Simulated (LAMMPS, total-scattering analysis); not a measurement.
## Fe19Si21: neutron weights and totals by hand

A simulated model of Fe19Si21 at 2030 K, zero pressure, from classical molecular dynamics (LAMMPS) with the MEAM Al-Si-Mg-Cu-Fe potential (Jelinek et al., Phys. Rev. B 85, 245102 (2012)). The average runs over 8.0 ps of 400 atoms. It is a liquid; how it was made: 400 atoms placed at random at 4.36 g/cm^3, melted at 2440 K for 8 ps, cooled at 200 K/ps. Whether this temperature lies above the real melting point isn't tested here; fast cooling can keep a melt undercooled. Atom fractions Fe 0.4750, Si 0.5250; masses Fe 55.845, Si 28.085 u; density 4.2330 g/cm³; coherent lengths Fe 9.45, Si 4.15071 fm. Faber–Ziman partials at a few Q:

| Q (Å⁻¹) | S Fe–Si | S Fe–Fe | S Si–Si |
| --- | --- | --- | --- |
| 2.40 | 0.714 | 1.054 | 1.079 |
| 3.00 | 1.863 | 1.480 | 1.250 |
| 5.60 | 1.253 | 1.093 | 1.099 |

**Tasks.** (a) The number density. (b) The neutron weights. (c) The neutron S(Q) at the listed Q. (d) The Bhatia–Thornton terms S_NN and S_CC there.

(a) The mean mass is 0.4750×55.845 + 0.5250×28.085 = 41.271 u, so ρ₀ = 4.2330/(41.271 × 1.66054) = 0.06177 Å⁻³.

(b) ⟨b⟩ = 0.4750×9.45 + 0.5250×4.15071 = 6.668 fm. The weight of a pair is ci cj bi bj (2 − δij)/⟨b⟩²: Fe–Si 0.440, Fe–Fe 0.453, Si–Si 0.107; they sum to 1.000.

(c) S = 1 + Σ w (Sij − 1). At 2.40 Å⁻¹: 1 − 0.126 + 0.024 + 0.008 = 0.906; Fe–Fe pushes up most; Fe–Si pulls down most. At 3.00 Å⁻¹: 1 + 0.380 + 0.218 + 0.027 = 1.625; Fe–Si pushes up most. At 5.60 Å⁻¹: 1 + 0.111 + 0.042 + 0.011 = 1.164; Fe–Si pushes up most.

(d) S_NN = c₁²S₁₁ + c₂²S₂₂ + 2c₁c₂S₁₂ and S_CC = c₁c₂[1 + c₁c₂(S₁₁ + S₂₂ − 2S₁₂)], with 1 = Fe: 2.40 Å⁻¹: S_NN = 0.89, S_CC/(c₁c₂) = 1.18; 3.00 Å⁻¹: S_NN = 1.61, S_CC/(c₁c₂) = 0.75; 5.60 Å⁻¹: S_NN = 1.17, S_CC/(c₁c₂) = 0.92. A random mixture has S_CC/(c₁c₂) = 1; a value well above it means concentration waves of period 2π/Q: alternation near the main peak or below it, clustering toward Q = 0.
